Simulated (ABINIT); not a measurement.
# BaTiO3 (P4mm): G0W0 with ABINIT, start to end, part 2 of 3

How does a plane-wave GW calculation on BaTiO3 (P4mm) run from the first input to the gap?

ABINIT 10.8.3; PBE and many-body steps on it, plane waves. Known limits of the many-body steps: not at the basis limit; no spin-orbit coupling; coarse k mesh.

So far. Step 2 (Ground state): The gap is indirect, with the least direct gap 0.37 eV higher.

**3. Bands along the symmetry lines**

Level of this step: DFT, PBE, plane waves, norm-conserving pseudopotentials (ABINIT).

Levels along a band path, at the cheap level, show where the edges lie and whether the meshes to come will hold them.

File run.abi:

```
acell 3*1.0 Angstrom
rprim 
  3.990480000000 0.000000000000 0.000000000000
  0.000000000000 3.990480000000 0.000000000000
  0.000000000000 0.000000000000 4.023030000000
ntypat 3
znucl 56 22 8
natom 5
typat 1 2 3 3 3
xred 
  0.000000000000 0.000000000000 0.000000000000
  0.500000000000 0.500000000000 0.522000000000
  0.500000000000 0.500000000000 0.979000000000
  0.500000000000 0.000000000000 0.488000000000
  0.000000000000 0.500000000000 0.488000000000
pp_dirpath "pseudos"
pseudos "Ba.upf, Ti.upf, O.upf"
ecut 38
iscf -2
irdden 1
kptopt 0
nkpt 75
kpt 
  0.00000000 0.00000000 0.00000000
  0.00000000 0.06250000 0.00000000
  0.00000000 0.12500000 0.00000000
  0.00000000 0.18750000 0.00000000
  0.00000000 0.25000000 0.00000000
  0.00000000 0.31250000 0.00000000
  0.00000000 0.37500000 0.00000000
  0.00000000 0.43750000 0.00000000
  0.00000000 0.50000000 0.00000000
  0.06250000 0.50000000 0.00000000
  0.12500000 0.50000000 0.00000000
  0.18750000 0.50000000 0.00000000
  0.25000000 0.50000000 0.00000000
  0.31250000 0.50000000 0.00000000
  0.37500000 0.50000000 0.00000000
  0.43750000 0.50000000 0.00000000
  0.50000000 0.50000000 0.00000000
  0.43750000 0.43750000 0.00000000
  0.37500000 0.37500000 0.00000000
  0.31250000 0.31250000 0.00000000
  0.25000000 0.25000000 0.00000000
  0.18750000 0.18750000 0.00000000
  0.12500000 0.12500000 0.00000000
  0.06250000 0.06250000 0.00000000
  0.00000000 0.00000000 0.00000000
  0.00000000 0.00000000 0.06250000
  0.00000000 0.00000000 0.12500000
  0.00000000 0.00000000 0.18750000
  0.00000000 0.00000000 0.25000000
  0.00000000 0.00000000 0.31250000
  0.00000000 0.00000000 0.37500000
  0.00000000 0.00000000 0.43750000
  0.00000000 0.00000000 0.50000000
  0.00000000 0.06250000 0.50000000
  0.00000000 0.12500000 0.50000000
  0.00000000 0.18750000 0.50000000
  0.00000000 0.25000000 0.50000000
  0.00000000 0.31250000 0.50000000
  0.00000000 0.37500000 0.50000000
  0.00000000 0.43750000 0.50000000
  0.00000000 0.50000000 0.50000000
  0.06250000 0.50000000 0.50000000
  0.12500000 0.50000000 0.50000000
  0.18750000 0.50000000 0.50000000
  0.25000000 0.50000000 0.50000000
  0.31250000 0.50000000 0.50000000
  0.37500000 0.50000000 0.50000000
  0.43750000 0.50000000 0.50000000
  0.50000000 0.50000000 0.50000000
  0.43750000 0.43750000 0.50000000
  0.37500000 0.37500000 0.50000000
  0.31250000 0.31250000 0.50000000
  0.25000000 0.25000000 0.50000000
  0.18750000 0.18750000 0.50000000
  0.12500000 0.12500000 0.50000000
  0.06250000 0.06250000 0.50000000
  0.00000000 0.00000000 0.50000000
  0.00000000 0.50000000 0.00000000
  0.00000000 0.50000000 0.06250000
  0.00000000 0.50000000 0.12500000
  0.00000000 0.50000000 0.18750000
  0.00000000 0.50000000 0.25000000
  0.00000000 0.50000000 0.31250000
  0.00000000 0.50000000 0.37500000
  0.00000000 0.50000000 0.43750000
  0.00000000 0.50000000 0.50000000
  0.50000000 0.50000000 0.00000000
  0.50000000 0.50000000 0.06250000
  0.50000000 0.50000000 0.12500000
  0.50000000 0.50000000 0.18750000
  0.50000000 0.50000000 0.25000000
  0.50000000 0.50000000 0.31250000
  0.50000000 0.50000000 0.37500000
  0.50000000 0.50000000 0.43750000
  0.50000000 0.50000000 0.50000000
istwfk *1
nband 27
nbdbuf 2
tolwfr 1e-08
nstep 40
prtwf 0
prtvol 0
indata_prefix "in"
outdata_prefix "out"
tmpdata_prefix "tmp"
```

On the command line:

```
OMP_NUM_THREADS=1 mpirun -n 4 abinit run.abi > log
```

Numbers of over 12 decimals in the logs are rounded to 6 here.

What it wrote:

```text
.Version 10.8.3 of ABINIT. v10.8.2 released Aug 2026.

 Symmetries : space group P4 m m (# 99); Bravais tP (primitive tetrag.)
[... echo of the input left out ...]
== DATASET  1 ==================================================================
-   mpi_nproc: 4, omp_nthreads: 1 (-1 if OMP is not activated)

--- !DatasetInfo
iteration_state: {dtset: 1, }
dimensions: {natom: 5, nkpt: 75, mband: 27, nsppol: 1, nspinor: 1, nspden: 1, mpw: 4869, }
cutoff_energies: {ecut:  38.0, pawecutdg:  -1.0, }
electrons: {nelect:   4.00000000E+01, charge:   0.00000000E+00, occopt:   1.00000000E+00, tsmear:   1.00000000E-02, }

 Real(R)+Recip(G) space primitive vectors, cartesian coordinates (Bohr,Bohr^-1):
 R(1)=  7.5409143  0.0000000  0.0000000  G(1)=  0.1326099  0.0000000  0.0000000
 R(2)=  0.0000000  7.5409143  0.0000000  G(2)=  0.0000000  0.1326099  0.0000000
 R(3)=  0.0000000  0.0000000  7.6024249  G(3)=  0.0000000  0.0000000  0.1315370
 Unit cell volume ucvol=  4.3231485E+02 bohr^3
 Angles (23,13,12)=  9.00000000E+01  9.00000000E+01  9.00000000E+01 degrees

 getcut: wavevector=  0.0000  0.0000  0.0000  ngfft=  45  45  45
         ecut(hartree)=     38.000   => boxcut(ratio)=   2.08566

--- Pseudopotential description ------------------------------------------------
- Ba Generated using ONCVPSP code by D. R. Hamann
- 56.00000  10.00000  171031                  znucl, zion, pspdat
12 -101130 2 -1 1958                          pspcod,pspxc,lmax,lloc,mmax
     nproj     2     2     2
  pspatm : epsatm=   26.75150155
         --- l  ekb(1:nproj) -->
             0    6.667868    0.674319
             1    5.008801    0.408242
             2    2.532546    0.415477
 pspatm: atomic psp has been read  and splines computed

- Ti Generated using ONCVPSP code by D. R. Hamann
- 22.00000  12.00000  171031                  znucl, zion, pspdat
12 -101130 2 -1 1586                          pspcod,pspxc,lmax,lloc,mmax
     nproj     2     2     2
  pspatm : epsatm=   14.68144553
         --- l  ekb(1:nproj) -->
[...]
pspatm: atomic psp has been read  and splines computed

- O Generated using ONCVPSP code by D. R. Hamann
-  8.00000   6.00000  171031                  znucl, zion, pspdat
12 -101130 2 -1 936                           pspcod,pspxc,lmax,lloc,mmax
     nproj     2     2     1
  pspatm : epsatm=    6.19545534
         --- l  ekb(1:nproj) -->
[...]
2   -1.331955
 pspatm: atomic psp has been read  and splines computed

--------------------------------------------------------------------------------

================================================================================
 prteigrs : about to open file out_EIG
 Non-SCF case, kpt    1 (  0.00000  0.00000  0.00000), residuals and eigenvalues=
  8.68E-09  4.80E-09  1.77E-09  7.19E-09  5.64E-09  3.86E-09  6.74E-09  4.55E-09
[...]
Non-SCF case, kpt   74 (  0.50000  0.50000  0.43750), residuals and eigenvalues=
[...]
Non-SCF case, kpt   75 (  0.50000  0.50000  0.50000), residuals and eigenvalues=
[...]
1.0454E-01  1.0742E-01  1.5512E-01  1.5512E-01  1.5788E-01  2.4041E-01
  2.4041E-01  2.4688E-01  4.0297E-01  4.0341E-01  4.0341E-01  4.8473E-01
[...]
--- !ResultsGS
iteration_state: {dtset: 1, }
comment   : Summary of ground state results
lattice_vectors:
- [  7.5409143,   0.0000000,   0.0000000, ]
- [  0.0000000,   7.5409143,   0.0000000, ]
- [  0.0000000,   0.0000000,   7.6024249, ]
lattice_lengths: [   7.54091,    7.54091,    7.60242, ]
lattice_angles: [ 90.000,  90.000,  90.000, ] # degrees, (23, 13, 12)
lattice_volume:   4.3231485E+02
convergence: {deltae:  0.000E+00, res2:  0.000E+00, residm:  1.000E-08, diffor:  0.000E+00, }
etotal    :  -1.37385857E+02
entropy   :   0.00000000E+00
fermie    :   2.46877495E-01
cartesian_stress_tensor: null
pressure_GPa: null
xred      :
- [  0.0000E+00,   0.0000E+00,   0.0000E+00, Ba]
- [  5.0000E-01,   5.0000E-01,   5.2200E-01, Ti]
- [  5.0000E-01,   5.0000E-01,   9.7900E-01,  O]
- [  5.0000E-01,   0.0000E+00,   4.8800E-01,  O]
- [  0.0000E+00,   5.0000E-01,   4.8800E-01,  O]
cartesian_forces: null
force_length_stats: {min: null, max: null, mean: null, }

 Integrated electronic density in atomic spheres:
 ------------------------------------------------
 Atom  Sphere_radius  Integrated_density
[...]
================================================================================

 ----iterations are completed or convergence reached----

 Mean square residual over all n,k,spin=   58.867E-10; max=  99.996E-10
 reduced coordinates (array xred) for    5 atoms
[...]
cartesian coordinates (angstrom) at end:
    1      0.000000     0.000000     0.000000
    2      1.995240     1.995240     2.100022
    3      1.995240     1.995240     3.938546
    4      1.995240     0.000000     1.963239
    5      0.000000     1.995240     1.963239
 length scales=  1.889726125908  1.889726125908  1.889726125908 bohr
              =  1.000000000000  1.000000000000  1.000000000000 angstroms
 prteigrs : about to open file out_EIG
 Eigenvalues (hartree) for nkpt=  75  k points:
 kpt#   1, nband= 27, wtk=  1.00000, kpt=  0.0000  0.0000  0.0000 (reduced coord)
[...]
kpt#   2, nband= 27, wtk=  1.00000, kpt=  0.0000  0.0625  0.0000 (reduced coord)
[...]
kpt#   3, nband= 27, wtk=  1.00000, kpt=  0.0000  0.1250  0.0000 (reduced coord)
[...]
kpt#  74, nband= 27, wtk=  1.00000, kpt=  0.5000  0.5000  0.4375 (reduced coord)
[...]
0.49782    0.49782    0.53308
 kpt#  75, nband= 27, wtk=  1.00000, kpt=  0.5000  0.5000  0.5000 (reduced coord)
[...]
-0.14873   -0.14873   -0.14648    0.08159    0.10454    0.10742    0.15512    0.15512
   0.15788    0.24041    0.24041    0.24688    0.40297    0.40341    0.40341    0.48473
   0.49427    0.49427    0.53290

== END DATASET(S) ==============================================================
================================================================================

 -outvars: echo values of variables after computation  --------
            nband          27
             nkpt          75
          spgroup          99
 [... the other variables as echoed above ...]

 Calculation completed.
```

It took 62 s on 4 MPI ranks of Intel Xeon 6975P-C (Granite Rapids), shared host; peak memory 0.46 GiB.

Numbers from this step:

* gap: 1.851 eV
* k of the valence top: 0.5, 0.5, 0.5
* k of the conduction bottom: 0, 0, 0
* least direct gap: 2.222 eV

The gap is 1.851 eV, as in the run before at this level.

The electronic bands at the labelled points (eV, zero at the top of the highest filled band):

```
    point  band 17  band 18  band 19  band 20  band 21  band 22  band 23  band 24
        Γ    -1.18    -0.45    -0.37    -0.37     1.85     2.22     2.22     4.12
  halfway    -1.52    -1.26    -0.81    -0.67     2.27     2.80     2.85     4.27
        X    -1.84    -1.67    -1.13    -0.97     2.34     3.57     3.64     4.24
  halfway    -1.68    -1.53    -1.12    -0.50     2.90     3.65     3.72     4.77
        M    -1.83    -1.08    -1.08    -0.07     3.66     3.66     4.02     4.77
  halfway    -1.95    -1.19    -0.93    -0.51     2.76     2.98     3.16     4.76
        Γ    -1.18    -0.45    -0.37    -0.37     1.85     2.22     2.22     4.12
  halfway    -1.61    -1.32    -0.55    -0.55     1.93     2.99     2.99     4.12
        Z    -1.96    -1.94    -0.71    -0.71     2.00     3.68     3.68     4.12
  halfway    -1.43    -1.30    -1.11    -0.67     2.87     3.69     3.72     4.79
        R    -1.75    -0.92    -0.89    -0.25     3.60     3.70     4.02     4.96
  halfway    -2.49    -0.62    -0.53    -0.21     3.89     3.91     4.14     6.26
        A    -2.42    -0.18    -0.18     0.00     4.25     4.26     4.26     6.47
  halfway    -2.17    -0.89    -0.72    -0.66     3.36     3.80     3.84     6.00
        Z    -1.96    -1.94    -0.71    -0.71     2.00     3.68     3.68     4.12
jump to X    -1.84    -1.67    -1.13    -0.97     2.34     3.57     3.64     4.24
  halfway    -1.48    -1.41    -1.22    -0.64     3.05     3.59     3.75     4.82
        R    -1.75    -0.92    -0.89    -0.25     3.60     3.70     4.02     4.96
jump to M    -1.83    -1.08    -1.08    -0.07     3.66     3.66     4.02     4.77
  halfway    -2.57    -0.72    -0.72    -0.04     3.94     3.94     4.13     6.07
        A    -2.42    -0.18    -0.18     0.00     4.25     4.26     4.26     6.47
```

**4. Empty states on the mesh, 4×4×4 mesh, 60 bands**

The sums over transitions need many empty states on a uniform mesh; this step solves for them.

File run.abi:

```
acell 3*1.0 Angstrom
rprim 
  3.990480000000 0.000000000000 0.000000000000
  0.000000000000 3.990480000000 0.000000000000
  0.000000000000 0.000000000000 4.023030000000
ntypat 3
znucl 56 22 8
natom 5
typat 1 2 3 3 3
xred 
  0.000000000000 0.000000000000 0.000000000000
  0.500000000000 0.500000000000 0.522000000000
  0.500000000000 0.500000000000 0.979000000000
  0.500000000000 0.000000000000 0.488000000000
  0.000000000000 0.500000000000 0.488000000000
pp_dirpath "pseudos"
pseudos "Ba.upf, Ti.upf, O.upf"
ecut 38
ngkpt 4 4 4
nshiftk 1
shiftk 0 0 0
kptopt 1
chksymbreak 0
iscf -2
irdden 1
istwfk *1
nband 60
nbdbuf 4
tolwfr 1e-09
nstep 60
prtvol 0
indata_prefix "in"
outdata_prefix "out"
tmpdata_prefix "tmp"
```

What it wrote:

```text
.Version 10.8.3 of ABINIT. v10.8.2 released Aug 2026.

 Symmetries : space group P4 m m (# 99); Bravais tP (primitive tetrag.)
[... echo of the input left out ...]
== DATASET  1 ==================================================================
-   mpi_nproc: 4, omp_nthreads: 1 (-1 if OMP is not activated)

--- !DatasetInfo
iteration_state: {dtset: 1, }
dimensions: {natom: 5, nkpt: 18, mband: 60, nsppol: 1, nspinor: 1, nspden: 1, mpw: 4868, }
cutoff_energies: {ecut:  38.0, pawecutdg:  -1.0, }
electrons: {nelect:   4.00000000E+01, charge:   0.00000000E+00, occopt:   1.00000000E+00, tsmear:   1.00000000E-02, }

 Real(R)+Recip(G) space primitive vectors, cartesian coordinates (Bohr,Bohr^-1):
 R(1)=  7.5409143  0.0000000  0.0000000  G(1)=  0.1326099  0.0000000  0.0000000
 R(2)=  0.0000000  7.5409143  0.0000000  G(2)=  0.0000000  0.1326099  0.0000000
 R(3)=  0.0000000  0.0000000  7.6024249  G(3)=  0.0000000  0.0000000  0.1315370
 Unit cell volume ucvol=  4.3231485E+02 bohr^3
 Angles (23,13,12)=  9.00000000E+01  9.00000000E+01  9.00000000E+01 degrees

 getcut: wavevector=  0.0000  0.0000  0.0000  ngfft=  45  45  45
         ecut(hartree)=     38.000   => boxcut(ratio)=   2.08566

--- Pseudopotential description ------------------------------------------------
- Ba Generated using ONCVPSP code by D. R. Hamann
- 56.00000  10.00000  171031                  znucl, zion, pspdat
12 -101130 2 -1 1958                          pspcod,pspxc,lmax,lloc,mmax
     nproj     2     2     2
  pspatm : epsatm=   26.75150155
         --- l  ekb(1:nproj) -->
             0    6.667868    0.674319
             1    5.008801    0.408242
             2    2.532546    0.415477
 pspatm: atomic psp has been read  and splines computed

- Ti Generated using ONCVPSP code by D. R. Hamann
- 22.00000  12.00000  171031                  znucl, zion, pspdat
12 -101130 2 -1 1586                          pspcod,pspxc,lmax,lloc,mmax
     nproj     2     2     2
  pspatm : epsatm=   14.68144553
         --- l  ekb(1:nproj) -->
[...]
pspatm: atomic psp has been read  and splines computed

- O Generated using ONCVPSP code by D. R. Hamann
-  8.00000   6.00000  171031                  znucl, zion, pspdat
12 -101130 2 -1 936                           pspcod,pspxc,lmax,lloc,mmax
     nproj     2     2     1
  pspatm : epsatm=    6.19545534
         --- l  ekb(1:nproj) -->
[...]
2   -1.331955
 pspatm: atomic psp has been read  and splines computed

--------------------------------------------------------------------------------

================================================================================
 prteigrs : about to open file out_EIG
 Non-SCF case, kpt    1 (  0.00000  0.00000  0.00000), residuals and eigenvalues=
  3.54E-10  9.59E-10  1.49E-10  2.24E-10  1.59E-10  9.97E-11  4.28E-10  3.77E-10
  1.75E-10  2.76E-10  2.04E-10  4.83E-10  6.52E-10  8.70E-10  2.75E-10  5.30E-10
  4.37E-10  3.19E-10  2.57E-10  8.66E-10  1.06E-10  3.91E-10  5.95E-10  3.52E-10
[...]
4.46E-09  5.96E-09  4.70E-08  1.77E-03
 -1.8290E+00 -9.5838E-01 -9.5571E-01 -9.5571E-01 -6.6700E-01 -3.7437E-01
 -3.5146E-01 -3.4702E-01 -1.2184E-01 -1.2184E-01 -1.2179E-01  1.5967E-01
  1.6067E-01  1.6067E-01  1.9522E-01  1.9522E-01  2.0348E-01  2.3045E-01
[...]
1.3034E+00  1.3034E+00  1.3823E+00  1.3877E+00  1.4068E+00  1.4068E+00
  1.4174E+00  1.4319E+00  1.4582E+00  1.4583E+00  1.4583E+00  1.5646E+00
 prteigrs : prtvol=0 or 1, do not print more k-points.

--- !ResultsGS
iteration_state: {dtset: 1, }
comment   : Summary of ground state results
lattice_vectors:
- [  7.5409143,   0.0000000,   0.0000000, ]
- [  0.0000000,   7.5409143,   0.0000000, ]
- [  0.0000000,   0.0000000,   7.6024249, ]
lattice_lengths: [   7.54091,    7.54091,    7.60242, ]
lattice_angles: [ 90.000,  90.000,  90.000, ] # degrees, (23, 13, 12)
lattice_volume:   4.3231485E+02
convergence: {deltae:  0.000E+00, res2:  0.000E+00, residm:  9.995E-10, diffor:  0.000E+00, }
etotal    :  -1.37385857E+02
entropy   :   0.00000000E+00
fermie    :   2.46877495E-01
cartesian_stress_tensor: null
pressure_GPa: null
xred      :
- [  0.0000E+00,   0.0000E+00,   0.0000E+00, Ba]
- [  5.0000E-01,   5.0000E-01,   5.2200E-01, Ti]
- [  5.0000E-01,   5.0000E-01,   9.7900E-01,  O]
- [  5.0000E-01,   0.0000E+00,   4.8800E-01,  O]
- [  0.0000E+00,   5.0000E-01,   4.8800E-01,  O]
cartesian_forces: null
force_length_stats: {min: null, max: null, mean: null, }

 Integrated electronic density in atomic spheres:
 ------------------------------------------------
 Atom  Sphere_radius  Integrated_density
[...]
================================================================================

 ----iterations are completed or convergence reached----

 Mean square residual over all n,k,spin=   48.737E-11; max=  99.951E-11
 reduced coordinates (array xred) for    5 atoms
[...]
0.500000000000      0.000000000000      0.488000000000
       0.000000000000      0.500000000000      0.488000000000

 cartesian coordinates (angstrom) at end:
    1      0.000000     0.000000     0.000000
    2      1.995240     1.995240     2.100022
    3      1.995240     1.995240     3.938546
    4      1.995240     0.000000     1.963239
    5      0.000000     1.995240     1.963239
 length scales=  1.889726125908  1.889726125908  1.889726125908 bohr
              =  1.000000000000  1.000000000000  1.000000000000 angstroms
 prteigrs : about to open file out_EIG
 Eigenvalues (hartree) for nkpt=  18  k points:
 kpt#   1, nband= 60, wtk=  0.01563, kpt=  0.0000  0.0000  0.0000 (reduced coord)
[...]
1.01710    1.01710    1.09072    1.09966    1.17495    1.18517    1.18517    1.30180
   1.30342    1.30342    1.38234    1.38771    1.40680    1.40680    1.41741    1.43188
   1.45816    1.45833    1.45833    1.56462
 prteigrs : prtvol=0 or 1, do not print more k-points.

== END DATASET(S) ==============================================================
================================================================================

 -outvars: echo values of variables after computation  --------
            nband          60
             nkpt          18
          spgroup          99
 [... the other variables as echoed above ...]

 Calculation completed.
```

It took 26 s on 4 MPI ranks; peak memory 0.39 GiB.

This step gave:

| Item | Value |
| --- | --- |
| gap | 1.851 eV |
| k of the valence top | 0.5, 0.5, 0.5 |
| k of the conduction bottom | 0, 0, 0 |
| least direct gap | 2.222 eV |
| k points computed | 18 |
| lowest point of the top converged band, above the valence top | 30.37 eV |

On this mesh the gap is 1.851 eV.

(Continued in part 3 of 3.)

[Paths, hosts, dates, memory and timing lines, banners, echoed tables and standing remarks are left out of the program output.]

[Logs are printed without paths, hosts, clocks, repeated set-up lines and the standing remarks that a program may print on its own settings, such as how far it seeks lower states.]

[Runs of the session that timed out or met a known fault of the program may be left out.]

[Hosts, paths, dates, database ids (printed as entryN), source tags and the programs' standing remarks are cut or masked in the printed files.]

[G0W0 gaps are taken among the corrected bands and points alone; a level outside them can change the order at an edge.]

[Where Ansatz stands beside ABINIT at settings called matched, ABINIT's density can come from a denser mesh and the files from another edition; pairs whose starting gaps differed by over 0.03 eV were left out, so agreement reads better than it is.]
